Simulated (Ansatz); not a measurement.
# TiTeSe monolayer, Janus: phonons and vibrational spectra

Task: relax TiTeSe monolayer, Janus, then find its harmonic phonons.

Program: Ansatz 0.2.0. Level of theory: DFT PBEsol, scalar-relativistic, plane waves, PAW; PAW set soft_1. Results are calculated unless marked as measured.

Most raw output is cut from this account.

## Step 1: Set-up

The cell holds 3 atoms: 1 Ti, 1 Se and 1 Te. Its edges and angles: a = 3.500 Å, b = 3.500 Å, c = 20.000 Å, α = 90.0°, β = 90.0°, γ = 120.0°. It derives from TiTeSe. Vacuum lies along c.

## Step 2: Rough relaxation

The start is far from rest, so a relaxation with loose tolerances brings it close first.

The program solves this slab on a cell height of its own, 30.0 Å, in place of the one typed.

Input file input.yaml:

```yaml
crystal:
  lattice:
    - [3.5, 0.0, 0.0]
    - [-1.75, 3.03109, 0.0]
    - [0.0, 0.0, 20.0]
  atoms:
    - { symbol: Ti, position: [0.0, 0.0, 0.5] }
    - { symbol: Se, position: [0.333333, 0.666667, 0.575] }
    - { symbol: Te, position: [0.666667, 0.333333, 0.42] }
  periodic: [true, true, false]
kpoints:
  mp_grid: { grid: [6, 6, 1] }
hamiltonian:
  xc: pbesol
  pseudopotentials: { kind: paw, azcp: { folder: soft_1 }, xc_functional: pbe }
scf:
  occupations: { method: gaussian, width: 0.1 }
output:
  forces: true
  stress: true
  eigenvalues: true
relax:
  adjacent_minimum: "off"
  f_tol: 0.05
  max_steps: 80
  cell: { stress_2d_tol: 0.02 }
```

On the command line:

```bash
$ ansatz run input.yaml --threads 4 --pin off --max-ram 16384MiB --backend cpu --events-out ev --progress --plain --runs-dir out
```

Wall time 13 s (4 threads of Arm Neoverse V2, shared host); peak memory 0.65 GiB.

The steps of the relaxation:

| step | energy less that of the first step (eV) | largest force component (eV/Å) | volume (Å³) |
| --- | --- | --- | --- |
| 1 | 0.0000 | 2.7407 | 318.26 |
| 2 | -0.3695 | 0.3522 | 323.54 |
| 3 | -0.3899 | 0.0923 | 330.75 |
| 4 | -0.3908 | 0.1446 | 338.47 |
| 5 | -0.3935 | 0.0200 | 335.48 |
| 6 | -0.3936 | 0.0015 | 336.03 |
| 7* | -0.3942 | 0.0015 | 336.03 |

Relaxation steps marked * repeat the geometry before them on a plane-wave basis chosen anew for their cell, so energy and pressure can jump there.

Forces are held to the 6 operations that the run works with; a distortion that breaks them can't arise in this run.

| cell as run | before | after | change |
| --- | --- | --- | --- |
| a (Å) | 3.500 | 3.596 | +2.8 % |
| b (Å) | 3.500 | 3.596 | +2.8 % |

The atoms that moved most (Å, along periodic axes as changes of fractional coordinates times the final cell, across vacuum about the mean position):

| atom | dx | dy | dz | length |
| --- | --- | --- | --- | --- |
| Te3 | 0.000 | 0.000 | -0.126 | 0.126 |
| Ti1 | 0.000 | 0.000 | 0.110 | 0.110 |
| Se2 | 0.000 | 0.000 | 0.016 | 0.016 |

Final coordinates:

```xyz
3
Lattice="3.5963 0.0000 0.0000 -1.7982 3.1145 0.0000 0.0000 0.0000 30.0000" Properties=species:S:1:pos:R:3
Ti    0.0000    0.0000   10.1103
Se    0.0000    2.0763   11.5157
Te    1.7982    1.0382    8.2740
```

Numbers from this step:

```yaml
gap_on_the_k_mesh: 0 eV
area_per_atom: 3.734 Å²
```

The relaxation ends with a largest force component of 0.0015 eV/Å.

## Step 3: Bringing the structure to rest

The cell and atoms are relaxed, since residual forces and stress would shift the frequencies.

Input file input.yaml:

```yaml
crystal:
  lattice:
    - [3.5963372801, 0.0, 0.0]
    - [-1.7981686401, 3.1145194452, 0.0]
    - [0.0, 0.0, 30.0]
  atoms:
    - { symbol: Ti, position: [0.0, 0.0, 0.3370111316] }
    - { symbol: Se, position: [0.3333333333, 0.6666666667, 0.3838552319] }
    - { symbol: Te, position: [0.6666666667, 0.3333333333, 0.2758003031] }
  periodic: [true, true, false]
kpoints:
  mp_grid: { grid: [15, 15, 1] }
hamiltonian:
  xc: pbesol
  pseudopotentials: { kind: paw, azcp: { folder: soft_1 }, xc_functional: pbe }
scf:
  occupations: { method: gaussian, width: 0.1 }
output:
  forces: true
  stress: true
  eigenvalues: true
  write_density: true
  write_potential: true
  elf: true
  volumetric_format: npy
relax:
  adjacent_minimum: "off"
  f_tol: 0.005
  max_steps: 80
  cell: { stress_2d_tol: 0.02 }
```

Run time: 38 s. Hardware: 4 threads; peak memory 0.78 GiB; 2.5 min of CPU time.

The steps of the relaxation:

| step | energy less that of the first step (eV) | largest force component (eV/Å) | volume (Å³) |
| --- | --- | --- | --- |
| 1 | 0.0000 | 0.0667 | 336.03 |
| 2 | -0.0021 | 0.1165 | 332.06 |
| 3 | -0.0030 | 0.0260 | 331.81 |
| 4 | -0.0032 | 0.0012 | 331.20 |
| 5* | -0.0030 | 0.0013 | 331.20 |

Relaxation steps marked * repeat the geometry before them on a plane-wave basis chosen anew for their cell, so energy and pressure can jump there.

The run keeps the 6 symmetry operations that it works with, so distortions that break them were not tested.

| cell as run | before | after | change |
| --- | --- | --- | --- |
| a (Å) | 3.596 | 3.570 | -0.7 % |
| b (Å) | 3.596 | 3.570 | -0.7 % |

The atoms that moved most (Å, along periodic axes as changes of fractional coordinates times the final cell, across vacuum about the mean position):

| atom | dx | dy | dz | length |
| --- | --- | --- | --- | --- |
| Se2 | 0.000 | 0.000 | 0.020 | 0.020 |
| Te3 | 0.000 | 0.000 | -0.019 | 0.019 |

The relaxed structure:

```xyz
3
Lattice="3.5704 0.0000 0.0000 -1.7852 3.0921 0.0000 0.0000 0.0000 30.0000" Properties=species:S:1:pos:R:3
Ti    0.0000    0.0000   10.1089
Se    0.0000    2.0614   11.5356
Te    1.7852    1.0307    8.2555
```

This step gave:

| Item | Value |
| --- | --- |
| area per atom | 3.68 Å² |

Valence density in the ac plane at fractional y = 0.000, with atoms of Ti within 0.2 Å of it. It is the smooth field of the valence electrons, not physical close to the nuclei.

Ten steps, logarithmic in the rise over the least value, from '_' (0.00 × 1e0 e/Å³) to '@' (6.40 × 1e0 e/Å³), each cell a mean:
```
____________________________
____________________________
____________________________
____________________________
____________________________
____________________________
____________________________
____________________________
____________________________
____________________________
____________________________
____________________________
____________________________
____________......__________
....::::----====------::::..
@@@@##++--------------**%%@@
%%##**==--------------==**##
..::::::----======----::::..
________..............______
____________________________
____________________________
____________________________
____________________________
____________________________
```
Columns run along a (3.6 Å), rows up along c (30.0 Å). Atoms in or near the plane, at fractional coordinates: Ti at (0.00, 0.34).

ELF in the ac plane at fractional y = 0.000, with atoms of Ti within 0.2 Å of it. It is the smooth field of the valence electrons, not physical close to the nuclei.

Ten even steps from '_' (0.00) to '@' (0.73), each cell a mean:
```
____________________________
____________________________
____________________________
____________________________
____________________________
____________________________
____________________________
____________________________
____________________________
____________________________
____________________________
____________________________
____________________________
______..::==++++==--::..____
__..::++%%@@@@@@@@@@##==::..
####**==--==******==::==####
==++======********++========
..::--**##%%######%%##++--::
______::==++####**++--..____
____________________________
____________________________
____________________________
____________________________
____________________________
```
Columns run along a (3.6 Å), rows up along c (30.0 Å). Atoms in or near the plane, at fractional coordinates: Ti at (0.00, 0.34).

Electrostatic potential energy in the ac plane at fractional y = 0.000, with atoms of Ti within 0.2 Å of it. With pseudopotentials it is smooth inside the atoms' cores, unlike the true potential.

Ten even steps from '_' (-17 eV) to '@' (0 eV), each cell a mean:
```
@@@@@@@@@@@@@@@@@@@@@@@@@@@@
@@@@@@@@@@@@@@@@@@@@@@@@@@@@
@@@@@@@@@@@@@@@@@@@@@@@@@@@@
@@@@@@@@@@@@@@@@@@@@@@@@@@@@
@@@@@@@@@@@@@@@@@@@@@@@@@@@@
@@@@@@@@@@@@@@@@@@@@@@@@@@@@
@@@@@@@@@@@@@@@@@@@@@@@@@@@@
@@@@@@@@@@@@@@@@@@@@@@@@@@@@
@@@@@@@@@@@@@@@@@@@@@@@@@@@@
@@@@@@@@@@@@@@@@@@@@@@@@@@@@
@@@@@@@@@@@@@@@@@@@@@@@@@@@@
@@@@@@@@@@@@@@@@@@@@@@@@@@@@
@@@@@@@@@@@@@@@@@@@@@@@@@@@@
@@@@@@@@@@@@@@@@@@@@@@@@@@@@
####%%%%##**++==++**##%%%%##
______..--**####**++--..____
....::--++**********==--::..
%%%%%%##**==::..::==**##%%%%
@@@@@@@@@@@@%%%%%%@@@@@@@@@@
@@@@@@@@@@@@@@@@@@@@@@@@@@@@
@@@@@@@@@@@@@@@@@@@@@@@@@@@@
@@@@@@@@@@@@@@@@@@@@@@@@@@@@
@@@@@@@@@@@@@@@@@@@@@@@@@@@@
@@@@@@@@@@@@@@@@@@@@@@@@@@@@
```
Columns run along a (3.6 Å; values clipped at the 3rd and 97th percentile), rows up along c (30.0 Å). Atoms in or near the plane, at fractional coordinates: Ti at (0.00, 0.34).

## Step 4: Tight relaxation

Phonons need a cell at rest on their own settings, so the relaxation is repeated with tight tolerances on forces and stress on the k mesh and occupations of the first response run.

Input file input.yaml:

```yaml
crystal:
  lattice:
    - [3.5704237384, 0.0, 0.0]
    - [-1.7852118692, 3.0920776597, 0.0]
    - [0.0, 0.0, 30.0]
  atoms:
    - { symbol: Ti, position: [0.0, 0.0, 0.3369619058] }
    - { symbol: Se, position: [0.3333333333, 0.6666666667, 0.3845213218] }
    - { symbol: Te, position: [0.6666666667, 0.3333333333, 0.275183439] }
  periodic: [true, true, false]
kpoints:
  mp_grid: { grid: [18, 18, 1] }
hamiltonian:
  xc: pbesol
  pseudopotentials: { kind: paw, azcp: { folder: soft_1 }, xc_functional: pbe }
scf:
  occupations: { method: methfessel_paxton, width: 0.2 }
output:
  forces: true
  stress: true
  eigenvalues: true
relax:
  adjacent_minimum: "off"
  f_tol: 0.001
  max_steps: 60
  cell: { stress_2d_tol: 0.002 }
```

It took 44 s on 4 threads; peak memory 0.81 GiB.

Little changed from the start: no atom moved by 0.005 Å and no cell edge by 0.1 %.

Numbers from this step:

| Item | Value |
| --- | --- |
| area per atom | 3.683 Å² |

The largest force component left is 0.53 meV/Å, within the tolerances set.

## Step 5: Modes at Γ

The zone centre comes first: it holds the modes that light can see, as far as symmetry allows. No field response is asked, since the mesh shows no gap.

input.yaml, the sections that differ from step 4:

```yaml
crystal:
  lattice:
    - [3.5717543477, 0.0, 0.0]
    - [-1.7858771738, 3.0932300012, 0.0]
    - [0.0, 0.0, 30.0]
  atoms:
    - { symbol: Ti, position: [0.0, 0.0, 0.3369559202] }
    - { symbol: Se, position: [0.3333333333, 0.6666666667, 0.3844947055] }
    - { symbol: Te, position: [0.6666666667, 0.3333333333, 0.275216041] }
  periodic: [true, true, false]
output:
  eigenvalues: true
phonons:
  method: dfpt
# kpoints, hamiltonian, scf: as in step 4
# relax: removed
```

Run time: 2.9 min. Hardware: 4 threads; peak memory 2.8 GiB.

This step gave:

```yaml
sum_rule_residual_before_enforcement: 5.10e-5 eV/Å²
point_group: 3m
highest_optical_mode_at_the_zone_centre_no_lo_to_term: 316.6 cm⁻¹
lowest_optical_zone_centre_mode: 104.6 cm⁻¹
```

Patterns of degenerate modes are one choice out of their space. The modes at Γ (shares of kinetic energy by element, %):

| mode | frequency (cm⁻¹) | symmetry | Ti % | Se % | Te % |
| --- | --- | --- | --- | --- | --- |
| 1 | 0.0 | acoustic | 19 | 31 | 50 |
| 2 | 0.0 | acoustic | 19 | 31 | 50 |
| 3 | 0.0 | acoustic | 19 | 31 | 50 |
| 4 | 104.6 | E | 12 | 39 | 49 |
| 5 | 104.6 | E | 12 | 39 | 49 |
| 6 | 160.8 | A1 | 2 | 55 | 43 |
| 7 | 199.3 | E | 69 | 30 | 1 |
| 8 | 199.3 | E | 69 | 30 | 1 |
| 9 | 316.6 | A1 | 80 | 14 | 6 |

Displacements in mode 4 (104.6 cm⁻¹), the largest set to 1:
```
Ti1 -0.71 -0.17  0.00
Se2 -1.00 -0.24  0.00
Te3  0.89  0.21  0.00
```

Displacements in mode 9 (316.6 cm⁻¹), the largest set to 1:
```
Ti1  0.00  0.00  1.00
Se2  0.00  0.00 -0.33
Te3  0.00  0.00 -0.17
```

Before it was imposed, the acoustic sum rule was missed by 5.1e-5 eV/Å². Small misses are needed for a sound result but don't prove that mesh and cutoff are converged. The lowest optical mode is real, 105 cm⁻¹.

## Step 6: Response at finite wavevector

Stability and thermal properties need the whole zone. Linear response on a 4×4×1 q mesh gives force constants as far as a supercell of that size would.

Changes to input.yaml since step 5:

```diff
@@ -11,3 +11,3 @@
 kpoints:
-  mp_grid: { grid: [18, 18, 1] }
+  mp_grid: { grid: [20, 20, 1] }
 hamiltonian:
@@ -21 +21,10 @@
   method: dfpt
+  qmesh: [4, 4, 1]
+  temperatures: { t_max: 1000, t_step: 50 }
+  qpath:
+    path:
+      - [0.0, 0.0, 0.0]
+      - [0.5, 0.0, 0.0]
+      - [0.33333333, 0.33333333, 0.0]
+      - [0.0, 0.0, 0.0]
+    npoints: 10
```

Elapsed: 22 min, on 4 threads; peak memory 6.9 GiB; 86 min of CPU time.

Numbers from this step:

- sum-rule residual before enforcement: 6.04e-5 eV/Å²
- lowest frequency on the path: -1.922 cm⁻¹
- highest frequency on the path or at a solved wavevector: 316.4 cm⁻¹
- mean frequency: 152 cm⁻¹
- highest optical mode at the zone centre (no LO-TO term): 316.4 cm⁻¹
- lowest optical zone-centre mode: 104.1 cm⁻¹
- lowest mode on the q mesh (acoustic modes at Γ apart): 41.71 cm⁻¹
- zero-point energy per atom: 28.21 meV
- heat capacity at 300 K: 23.60 J/(mol atoms K)
- vibrational entropy at 300 K: 36.79 J/(mol atoms K)
- edges of the widest gap between branches, on path and mesh: 259.5, 276.4 cm⁻¹

Frequencies (cm⁻¹) solved at each irreducible wavevector; negative means imaginary. Frequencies by wavevector, by row:

| q in reciprocal lattice units | star | mode 1 | mode 2 | mode 3 | mode 4 | mode 5 | mode 6 | mode 7 | mode 8 | mode 9 |
| --- | --- | --- | --- | --- | --- | --- | --- | --- | --- | --- |
| 0 0 0 | 1 | 0 | 0 | 0 | 104.1 | 104.1 | 160.6 | 196.3 | 196.3 | 316.4 |
| 0 0.25 0 | 6 | 41.7 | 61.3 | 92.4 | 109.3 | 127.8 | 156.7 | 187.4 | 233.3 | 290.2 |
| 0 -0.5 0 | 3 | 85.5 | 88.9 | 100.3 | 116.8 | 140.1 | 151 | 164.7 | 227.8 | 292.7 |
| 0.25 0.25 0 | 6 | 77.1 | 95 | 113.6 | 132.2 | 139.7 | 161 | 221.7 | 247.2 | 278.6 |

Interpolated from a 4×4×1 q mesh. The phonon branches at the labelled points (cm⁻¹):

| point | branch 1 | branch 2 | branch 3 | branch 4 | branch 5 | branch 6 | branch 7 | branch 8 | branch 9 |
| --- | --- | --- | --- | --- | --- | --- | --- | --- | --- |
| Γ | 0 | 0 | 0 | 104 | 104 | 161 | 196 | 196 | 316 |
| halfway | 42 | 61 | 92 | 109 | 128 | 157 | 187 | 233 | 290 |
| M | 86 | 89 | 100 | 117 | 140 | 151 | 165 | 228 | 293 |
| halfway | 85 | 99 | 117 | 127 | 141 | 162 | 210 | 229 | 291 |
| K | 88 | 104 | 116 | 138 | 145 | 163 | 231 | 260 | 286 |
| halfway | 49 | 72 | 97 | 119 | 129 | 157 | 201 | 238 | 282 |
| Γ | 0 | 0 | 0 | 104 | 104 | 161 | 196 | 196 | 316 |

Tetrahedra on a 20×20×1 mesh, mean over bins of 5 cm-1. Interpolated from a 4×4×1 q mesh. Table of phonon density of states by wavenumber; read off at these points:

| wavenumber (cm⁻¹) | phonon density of states (1/cm⁻¹/cell) |
| --- | --- |
| -2 | 0.00242 |
| 8 | 0.00472 |
| 12 | 0.00577 |
| 22 | 0.00788 |
| 32 | 0.0103 |
| 42 | 0.0134 |
| 48 | 0.0155 |
| 58 | 0.0212 |
| 68 | 0.0298 |
| 78 | 0.0426 |
| 82 | 0.0662 |
| 92 | 0.0342 |
| 102 | 0.0524 |
| 108 | 0.0802 |
| 112 | 0.0876 |
| 118 | 0.0859 |
| 128 | 0.0376 |
| 138 | 0.0780 |
| 142 | 0.0478 |
| 152 | 0.00448 |
| 158 | 0.116 |
| 162 | 0.0831 |
| 172 | 0.00975 |
| 178 | 0.0107 |
| 188 | 0.0152 |
| 198 | 0.0472 |
| 208 | 0.0138 |
| 212 | 0.0131 |
| 222 | 0.0157 |
| 232 | 0.0516 |
| 238 | 0.0526 |
| 248 | 0.0106 |
| 258 | 0.00264 |
| 268 | 0 |
| 272 | 0 |
| 282 | 0.0381 |
| 288 | 0.0726 |
| 292 | 0.042 |
| 302 | 0.00791 |
| 308 | 0.00711 |
| 318 | 0.00136 |

[end of part 1 of 2]

[Logs are printed without paths, hosts, clocks, repeated set-up lines and the standing remarks that a program may print on its own settings, such as how far it seeks lower states.]

[Hosts, paths, dates, database ids (printed as entryN), source tags and the programs' standing remarks are cut or masked in the printed files.]
